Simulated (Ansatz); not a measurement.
# KSrBr3 (built on the sites of a database entry of CsPbBr3): a soft mode frozen in, part 2 of 2

Aim: this structure of KSrBr3 (built on the sites of a database entry of CsPbBr3) is to be tested for unstable modes, and one is followed downhill.

Ansatz 0.2.0; DFT PBEsol, scalar-relativistic, plane waves, PseudoDojo norm-conserving pseudopotentials.

So far, highest frequency on the path or at a solved wavevector (cm⁻¹): step 2 (response at finite wavevector) 209. Also lowest frequency on the path (cm⁻¹): step 2 -55.5.

The structure was built from a prototype and need not be the compound's stable phase.

### Step 6. Relaxing from the distorted cell

Starting from the lowest point found, all atoms and the cell are let go, so that strain and other modes of the same symmetry can join in.

input.yaml

```yaml
crystal:
  lattice:
    - [5.8733190708, 5.8733190708, 0.0]
    - [5.8733190708, 0.0, 5.8733190708]
    - [5.8733190708, 0.0, -5.8733190708]
  atoms:
    - { symbol: K, position: [0.0722358284, -0.0722358284, 0.0] }
    - { symbol: K, position: [-0.0722358284, 0.5722358284, 0.5] }
    - { symbol: Sr, position: [0.5, 0.25, 0.75] }
    - { symbol: Sr, position: [0.5, 0.75, 0.25] }
    - { symbol: Br, position: [0.5180734161, -0.0180734161, 0.5] }
    - { symbol: Br, position: [0.4819265839, 0.5180734161, 0.0] }
    - { symbol: Br, position: [0.0, 0.5090367081, 0.0090367081] }
    - { symbol: Br, position: [0.0, -0.0090367081, 0.4909632919] }
    - { symbol: Br, position: [0.5, -0.0090367081, -0.0090367081] }
    - { symbol: Br, position: [0.5, 0.5090367081, 0.5090367081] }
kpoints:
  mp_grid: { grid: [4, 4, 4] }
hamiltonian:
  xc: pbesol
  pseudopotentials: { kind: nc, accuracy: standard }
scf:
  occupations: { method: fixed }
output:
  forces: true
  stress: true
  eigenvalues: true
relax:
  adjacent_minimum: "off"
  f_tol: 0.002
  max_steps: 120
  cell: { stress_tol: 0.03 }
```

The run is started by

```sh
ansatz run input.yaml --threads 8 --pin off --max-ram 14336MiB --backend cpu --events-out ev --progress --plain --runs-dir out
```

Numbers of over 12 decimals in the logs are rounded to 6 here.

The program printed:

```text
[...]
Crystal: 10 atoms, lattice volume = 405.211 Å³
Basis set: ecut = 1006.821291 eV, 29603 PW (Γ), exchange–correlation on 180×180×180 points (8 copies of the dense FFT grid, shifted against one another)
Bands: 50, of which v1, the nominal top of the filled ones, is band 40 counted from 1 (39 counted from 0)
Symmetry: 8 space group operations
[...]
k-points: 18 of 64
[...]
SCF iter   1: F=—  HF=-6082.426788 eV  |F-HF|=—  |Δ(HF+E_count)|=         —  Δρ=3.26e-2  dr2=8.75e0  ethr=3.10e-3  ⟨swp⟩=9.2  Hψ=4942  notcnv=0  defer=155
[...]
SCF iter   9: F=-6078.607415 eV  HF=-6078.607415 eV  |F-HF|=1.01e-8  |Δ(HF+E_count)|=   1.59e-7  Δρ=1.67e-6  dr2=1.66e-8  ethr=1.25e-10  ⟨swp⟩=27.9  Hψ=9144  notcnv=0
SCF 1 converged in 9 iterations: F = -6078.607415 eV  dr2 = 1.66e-8
relax step   1: F+E_penalty+E_count = -6078.60741486 eV  Δ(F+E_penalty+E_count) = +0.000e0 eV  max|allowed force component| = 8.216e-2 eV/Å  Δτ_max = 0.0000 Å  P = +0.214 GPa  Ω = 405.211 Å³  (9 SCF iters, dr2 threshold 1.00e-7 eV, accepted)
Crystal: 10 atoms, lattice volume = 411.849 Å³
Basis set: ecut = 1006.821291 eV, 29947 PW (Γ), exchange–correlation on 180×180×180 points (8 copies of the dense FFT grid, shifted against one another)
[...]
iter 1 solved again at ethr=3.22e-5 eV; its pass at ethr=3.10e-3 eV (dr2=2.57e-2 eV) is discarded
[...]
SCF iter   6: F=-6078.640251 eV  HF=-6078.640251 eV  |F-HF|=6.91e-8  |Δ(HF+E_count)|=   1.51e-6  Δρ=3.45e-6  dr2=5.21e-8  ethr=5.27e-10  ⟨swp⟩=22.3  Hψ=7945  notcnv=0
SCF 2 converged in 6 iterations: F = -6078.640251 eV  dr2 = 5.21e-8
relax step   2: F+E_penalty+E_count = -6078.64025101 eV  Δ(F+E_penalty+E_count) = -3.284e-2 eV  max|allowed force component| = 8.814e-2 eV/Å  Δτ_max = 0.0656 Å  P = -0.052 GPa  Ω = 411.849 Å³  energy of the carried Pulay correction = -7.845e-5 eV  (6 SCF iters, dr2 threshold 4.22e-7 eV, accepted)
Crystal: 10 atoms, lattice volume = 415.318 Å³
Basis set: ecut = 1006.821291 eV, 30125 PW (Γ), exchange–correlation on 180×180×180 points (8 copies of the dense FFT grid, shifted against one another)
[...]
SCF iter   7: F=-6078.734025 eV  HF=-6078.734025 eV  |F-HF|=5.30e-8  |Δ(HF+E_count)|=   2.99e-7  Δρ=2.11e-6  dr2=2.82e-8  ethr=6.07e-10  ⟨swp⟩=24.1  Hψ=7798  notcnv=0
SCF 3 converged in 7 iterations: F = -6078.734025 eV  dr2 = 2.82e-8
relax step   3: F+E_penalty+E_count = -6078.73402521 eV  Δ(F+E_penalty+E_count) = -9.377e-2 eV  max|allowed force component| = 7.881e-2 eV/Å  Δτ_max = 0.1953 Å  P = -0.021 GPa  Ω = 415.318 Å³  energy of the carried Pulay correction = -1.189e-4 eV  (7 SCF iters, dr2 threshold 4.86e-7 eV, accepted)
[... from here on, the SCF cycles and remarks between the steps are left out ...]
relax step   4: F+E_penalty+E_count = -6078.82342296 eV  Δ(F+E_penalty+E_count) = -8.940e-2 eV  max|allowed force component| = 1.246e-1 eV/Å  Δτ_max = 0.1992 Å  P = +0.001 GPa  Ω = 418.581 Å³  energy of the carried Pulay correction = -1.567e-4 eV  (6 SCF iters, dr2 threshold 3.88e-7 eV, accepted)
relax step   5: F+E_penalty+E_count = -6078.87962440 eV  Δ(F+E_penalty+E_count) = -5.620e-2 eV  max|allowed force component| = 5.151e-2 eV/Å  Δτ_max = 0.1925 Å  P = -0.133 GPa  Ω = 421.099 Å³  energy of the carried Pulay correction = -1.857e-4 eV  (6 SCF iters, dr2 threshold 9.71e-7 eV, accepted)
relax step   6: F+E_penalty+E_count = -6078.91666092 eV  Δ(F+E_penalty+E_count) = -3.704e-2 eV  max|allowed force component| = 5.360e-2 eV/Å  Δτ_max = 0.2000 Å  P = +0.098 GPa  Ω = 408.983 Å³  energy of the carried Pulay correction = -4.474e-5 eV  (7 SCF iters, dr2 threshold 1.66e-7 eV, accepted)
relax step   7: F+E_penalty+E_count = -6078.93606775 eV  Δ(F+E_penalty+E_count) = -1.941e-2 eV  max|allowed force component| = 5.012e-2 eV/Å  Δτ_max = 0.1315 Å  P = +0.003 GPa  Ω = 405.065 Å³  energy of the carried Pulay correction = +1.731e-6 eV  (6 SCF iters, dr2 threshold 1.80e-7 eV, accepted)
relax step   8: F+E_penalty+E_count = -6078.98597516 eV  Δ(F+E_penalty+E_count) = -4.991e-2 eV  max|allowed force component| = 7.579e-2 eV/Å  Δτ_max = 0.1949 Å  P = -0.192 GPa  Ω = 397.311 Å³  energy of the carried Pulay correction = +9.505e-5 eV  (7 SCF iters, dr2 threshold 1.57e-7 eV, accepted)
relax step   9: F+E_penalty+E_count = -6079.07787354 eV  Δ(F+E_penalty+E_count) = -9.190e-2 eV  max|allowed force component| = 1.111e-1 eV/Å  Δτ_max = 0.1939 Å  P = -0.237 GPa  Ω = 387.358 Å³  energy of the carried Pulay correction = +2.175e-4 eV  (6 SCF iters, dr2 threshold 3.59e-7 eV, accepted)
relax step  10: F+E_penalty+E_count = -6079.14948028 eV  Δ(F+E_penalty+E_count) = -7.161e-2 eV  max|allowed force component| = 1.844e-2 eV/Å  Δτ_max = 0.1917 Å  P = -0.101 GPa  Ω = 377.200 Å³  energy of the carried Pulay correction = +3.457e-4 eV  (6 SCF iters, dr2 threshold 7.71e-7 eV, accepted)
relax step  11: F+E_penalty+E_count = -6079.22378911 eV  Δ(F+E_penalty+E_count) = -7.431e-2 eV  max|allowed force component| = 3.387e-2 eV/Å  Δτ_max = 0.0801 Å  P = -0.031 GPa  Ω = 373.542 Å³  energy of the carried Pulay correction = +3.927e-4 eV  (6 SCF iters, dr2 threshold 7.13e-7 eV, accepted)
relax step  12: F+E_penalty+E_count = -6079.22856663 eV  Δ(F+E_penalty+E_count) = -4.778e-3 eV  max|allowed force component| = 2.752e-2 eV/Å  Δτ_max = 0.0085 Å  P = -0.022 GPa  Ω = 373.113 Å³  energy of the carried Pulay correction = +3.982e-4 eV  (5 SCF iters, dr2 threshold 2.93e-7 eV, accepted)
relax step  13: F+E_penalty+E_count = -6079.23227702 eV  Δ(F+E_penalty+E_count) = -3.710e-3 eV  max|allowed force component| = 8.208e-3 eV/Å  Δτ_max = 0.0335 Å  P = -0.021 GPa  Ω = 372.615 Å³  energy of the carried Pulay correction = +4.047e-4 eV  (6 SCF iters, dr2 threshold 1.15e-7 eV, accepted)
relax step  14: F+E_penalty+E_count = -6079.23254651 eV  Δ(F+E_penalty+E_count) = -2.695e-4 eV  max|allowed force component| = 2.481e-3 eV/Å  Δτ_max = 0.0146 Å  P = -0.001 GPa  Ω = 372.089 Å³  energy of the carried Pulay correction = +4.115e-4 eV  (6 SCF iters, dr2 threshold 4.21e-9 eV, accepted)
relax step  15: F+E_penalty+E_count = -6079.23255385 eV  Δ(F+E_penalty+E_count) = -7.348e-6 eV  max|allowed force component| = 1.623e-4 eV/Å  Δτ_max = 0.0020 Å  P = +0.001 GPa  Ω = 372.077 Å³  energy of the carried Pulay correction = +4.116e-4 eV  (5 SCF iters, dr2 threshold 3.85e-10 eV, accepted)
[...]
SCF iter   1: F=—  HF=-6079.232507 eV  |F-HF|=—  |Δ(HF+E_count)|=         —  Δρ=1.94e-5  dr2=1.13e-7  ethr=1.79e-6  ⟨swp⟩=6.7  Hψ=7672  notcnv=0  defer=149
eigensolver tolerance schedule: the retry pair's looser diagonalisation over-reported the residual by 12702.18 of it (diagonalisation noise at an unbounded share of the residual, at the tolerance the schedule requests for it); recorded, not acted on — ethr = c·dr2/N_el stays at c = 1.0e-1
[...]
SCF iter   2: F=—  HF=-6079.232200 eV  |F-HF|=—  |Δ(HF+E_count)|=   3.08e-4  Δρ=9.69e-6  dr2=3.30e-8  ethr=1.41e-10  ⟨swp⟩=5.2  Hψ=3142  notcnv=0  defer=141
[...]
SCF iter   5: F=-6079.232200 eV  HF=-6079.232200 eV  |F-HF|=1.27e-11  |Δ(HF+E_count)|=  1.19e-10  Δρ=6.38e-8  dr2=1.98e-11  ethr=1.00e-12  ⟨swp⟩=25.8  Hψ=8547  notcnv=0
SCF 16 converged in 5 iterations: F = -6079.232200 eV  dr2 = 1.98e-11
relax step  16: F+E_penalty+E_count = -6079.23219998 eV  Δ(F+E_penalty+E_count) = +3.539e-4 eV  max|allowed force component| = 1.586e-4 eV/Å  Δτ_max = 0.0000 Å  P = +0.001 GPa  Ω = 372.077 Å³  stress off target by 1.38e-3 GPa  SCF on the basis re-selected at this cell (its energy is not comparable with the rows above)  (5 SCF iters)
basis re-selected at this cell: Δ(F+E_penalty+E_count) = +3.539e-4 eV, ΔP = -0.000 GPa vs the last step (what re-selecting the basis moved, of the pressure what is left beyond the Pulay correction that the steps carried, after the strain that the cell walked since its last selection, with what the two solves' SCF thresholds leave and, on support functions, any second-order correction that the steps lacked; it is no m [...]
SCF converged after 5 iterations
Free energy (F): -6079.232200 eV
[...]
Internal energy: -6079.232200 eV  (E = F + TS)
E sigma→0 (E₀):  -6079.232200 eV
Fermi energy:    1.509663 eV
[...]
--- Forces (eV/Å), atoms counted from 1 ---
  atom   1  K      0.00000000    -0.00008059     0.00008059
  atom   2  K      0.00000000     0.00008059    -0.00008059
  atom   3  Sr     0.00000000     0.00000000     0.00000000
  atom   4  Sr     0.00000000    -0.00000000     0.00000000
  atom   5  Br     0.00000000    -0.00005706     0.00005706
  atom   6  Br     0.00000000     0.00005706    -0.00005706
  atom   7  Br     0.00015862     0.00000000     0.00000000
  atom   8  Br    -0.00015862    -0.00000000     0.00000000
  atom   9  Br    -0.00015862     0.00000000     0.00000000
  atom  10  Br     0.00015862     0.00000000     0.00000000
  max |Σ_I F_I| component: 8.67e-19 eV/Å
--- Stress (GPa, compression-positive) ---
        0.001380       0.000000       0.000000
        0.000000       0.000994      -0.000207
        0.000000      -0.000207       0.000994
  P = ⅓ Tr σ = 0.0011 GPa (0.011 kbar)
--- Band table (eV; the first three rows and the last of 18) ---
  k-point 0: bands = [... 36 lower, 1.2251, 1.2802, 1.4327, 1.5097, 5.7636, 6.7402, 7.1380, 7.3892, ... 6 higher]
  k-point 1: bands = [... 36 lower, 1.1566, 1.2411, 1.3446, 1.4349, 6.2566, 7.0886, 7.2570, 7.4506, ... 6 higher]
  k-point 2: bands = [... 36 lower, 1.1497, 1.1497, 1.3871, 1.3871, 7.1337, 7.1337, 7.6142, 7.6142, ... 6 higher]
  k-point 17: bands = [... 36 lower, 1.0704, 1.1173, 1.1767, 1.4348, 6.9885, 7.0414, 7.4091, 7.4231, ... 6 higher]
--- Relaxed structure (15 steps of the walk, 15 accepted, 1 SCFs on fresh bases) ---
  F+E_penalty+E_count = -6079.23219998 eV   max|allowed force component| = 1.586e-4 eV/Å   (the final SCF, on the basis selected at the relaxed cell)
  cell:  # Å, volume = 372.0766 Å³
    - [5.650351, 5.738352, 0.060010]
    - [5.650351, 0.060010, 5.738352]
    - [5.650351, -0.060010, -5.738352]
  atoms:
    - { symbol: K, position: [0.035411, -0.035411, 0.0] }
    - { symbol: K, position: [-0.035411, 0.535411, 0.5] }
    - { symbol: Sr, position: [0.500000, 0.25, 0.750000] }
    - { symbol: Sr, position: [0.5, 0.750000, 0.250000] }
    - { symbol: Br, position: [0.368190, 0.131810, 0.5] }
    - { symbol: Br, position: [0.631810, 0.368190, 5.551115123125783e-17] }
    - { symbol: Br, position: [-1.734723475976807e-18, 0.574126, 0.074126] }
    - { symbol: Br, position: [-1.734723475976807e-18, -0.074126, 0.425874] }
    - { symbol: Br, position: [0.500000, -0.074126, -0.074126] }
    - { symbol: Br, position: [0.500000, 0.574126, 0.574126] }
```

Elapsed: 6.7 min, on 8 threads of Arm Neoverse N1, shared host; peak memory 3.9 GiB; 52 min of CPU time.

The steps of the relaxation:

| step | energy less that of the first step (eV) | largest force component (eV/Å) | pressure (GPa) | volume (Å³) |
| --- | --- | --- | --- | --- |
| 1 | 0.0000 | 0.0822 | 0.21 | 405.21 |
| 2 | -0.0328 | 0.0881 | -0.05 | 411.85 |
| 3 | -0.1266 | 0.0788 | -0.02 | 415.32 |
| 4 | -0.2160 | 0.1246 | 0.00 | 418.58 |
| 5 | -0.2722 | 0.0515 | -0.13 | 421.10 |
| 6 | -0.3092 | 0.0536 | 0.10 | 408.98 |
| 7 | -0.3287 | 0.0501 | 0.00 | 405.07 |
| 8 | -0.3786 | 0.0758 | -0.19 | 397.31 |
| 9 | -0.4705 | 0.1111 | -0.24 | 387.36 |
| 10 | -0.5421 | 0.0184 | -0.10 | 377.20 |
| 11 | -0.6164 | 0.0339 | -0.03 | 373.54 |
| 12 | -0.6212 | 0.0275 | -0.02 | 373.11 |
| 13 | -0.6249 | 0.0082 | -0.02 | 372.62 |
| 14 | -0.6251 | 0.0025 | 0.00 | 372.09 |
| 15 | -0.6251 | 0.0002 | 0.00 | 372.08 |
| 16* | -0.6248 | 0.0002 | 0.00 | 372.08 |

Relaxation steps marked * repeat the geometry before them on a plane-wave basis chosen anew for their cell, so energy and pressure can jump there.

Forces are held to the 8 operations that the run works with; a distortion that breaks them can't arise in this run.

| conventional cell, symmetrised | before | after | change |
| --- | --- | --- | --- |
| a (Å) | 8.306 | 8.200 | -1.3 % |
| b (Å) | 11.747 | 11.301 | -3.8 % |
| c (Å) | 8.306 | 8.030 | -3.3 % |
| volume (Å³/atom) | 40.52 | 37.21 | -8.2 % |

The atoms that moved most (Å, as changes of fractional coordinates times the final cell):

| atom | dx | dy | dz | length |
| --- | --- | --- | --- | --- |
| Br5 | 0.000 | -0.851 | 0.851 | 1.204 |
| Br6 | 0.000 | 0.851 | -0.851 | 1.204 |
| Br10 | 0.736 | 0.000 | 0.000 | 0.736 |
| Br7 | 0.736 | 0.000 | 0.000 | 0.736 |
| Br8 | -0.736 | 0.000 | 0.000 | 0.736 |
| Br9 | -0.736 | 0.000 | 0.000 | 0.736 |
| K2 | 0.000 | 0.209 | -0.209 | 0.296 |
| K1 | 0.000 | -0.209 | 0.209 | 0.296 |

The relaxed structure:

```
K Sr Br
1.0
     5.65035    5.73835    0.06001
     5.65035    0.06001    5.73835
     5.65035   -0.06001   -5.73835
K Sr Br
2 2 6
Direct
  0.03541 0.96459 0.00000
  0.96459 0.53541 0.50000
  0.50000 0.25000 0.75000
  0.50000 0.75000 0.25000
  0.36819 0.13181 0.50000
  0.63181 0.36819 0.00000
  0.00000 0.57413 0.07413
  0.00000 0.92587 0.42587
  0.50000 0.92587 0.92587
  0.50000 0.57413 0.57413
```

Numbers from this step:

- pressure: 0.001123 GPa
- gap on the k-mesh: 4.254 eV
- volume per atom: 37.21 Å³

The distorted start has space group Imma; the relaxation ends in Imma.

### Step 7. The phases reached

The phases reached along the modes that were followed are set side by side.

Energies are those of the first relaxation, on the mesh of the frozen mode; space group, volume and gap are those of the last relaxation. Phases, by row:

| mode frozen in | space group | energy from parent (meV/atom) | volume (Å³/atom) | gap on mesh (eV) | lowest zone-centre optical mode (cm⁻¹) | largest shift (Å) |
| --- | --- | --- | --- | --- | --- | --- |
| parent | Pm-3m | 0 | 40.52 | 3.725 | – | – |
| q = (0, 0, 0), 56i cm⁻¹ | P4mm | -29.42 | 41.63 | 3.938 | -16.9 | 0.958 |
| q = (0, 0, 0), 56i cm⁻¹ | R3m | -25.1 | 41.71 | 4.068 | -22.9 | 0.87 |
| q = (0, 0, 0), 56i cm⁻¹ | Amm2 | -27.59 | 41.55 | 3.893 | -30.8 | 0.929 |
| q = (-0.5, -0.5, -0.5), 54i cm⁻¹ | I4/mmm | -23 | 41.73 | 3.997 | – | 0.909 |
| q = (-0.5, -0.5, -0.5), 54i cm⁻¹ | R-3m | -23.83 | 41.73 | 3.956 | – | 0.981 |
| q = (-0.5, -0.5, -0.5), 54i cm⁻¹ | Imma | -76.95 | 37.21 | 4.254 | – | 1.058 |

### Step 8. Outcome

| Quantity | Value |
| --- | --- |
| unstable mode of the parent | q = (-0.5, -0.5, -0.5), 54i cm⁻¹ |
| depth at the lowest point sampled | 14.5 meV/atom |
| largest atomic shift at that point | 0.6 Å |
| space group reached (within 0.01 Å) | Imma |
| energy gained over the parent (first relaxation, on the mesh of the frozen mode) | 77.0 meV/atom |
| volume per atom, phase reached | 37.2 Å³ |
| gap on the k-mesh, phase reached | 4.25 eV |

What this shows: From this start the structure relaxes into Imma, 77.0 meV/atom below the parent. At the parent's cell the well is 14.47 meV/atom deep on the steps tried, with its lowest point at a shift of 0.6 Å. That is the last step tried, so the steps alone don't bracket the bottom of the well. Relaxing atoms and cell changes the gain by +62.48 meV/atom against the lowest step (energies at zero smearing). Most of the total comes from this relaxation. The frozen pattern makes up only 3 % of the final shifts of the atoms, so other modes or strain give most of the change. The modes of the phase reached were not computed on this path. Of the 6 patterns followed to their end from this parent, this one reaches the lowest energy. Each path keeps the symmetry of its pattern, so a lower phase may lie along a pattern not tried. The starting cell was built on a prototype and not taken from a measurement, so the phase need not exist.

[Logs are printed without paths, hosts, clocks, repeated set-up lines and the standing remarks that a program may print on its own settings, such as how far it seeks lower states.]

[Hosts, paths, dates, database ids (printed as entryN), source tags and the programs' standing remarks are cut or masked in the printed files.]
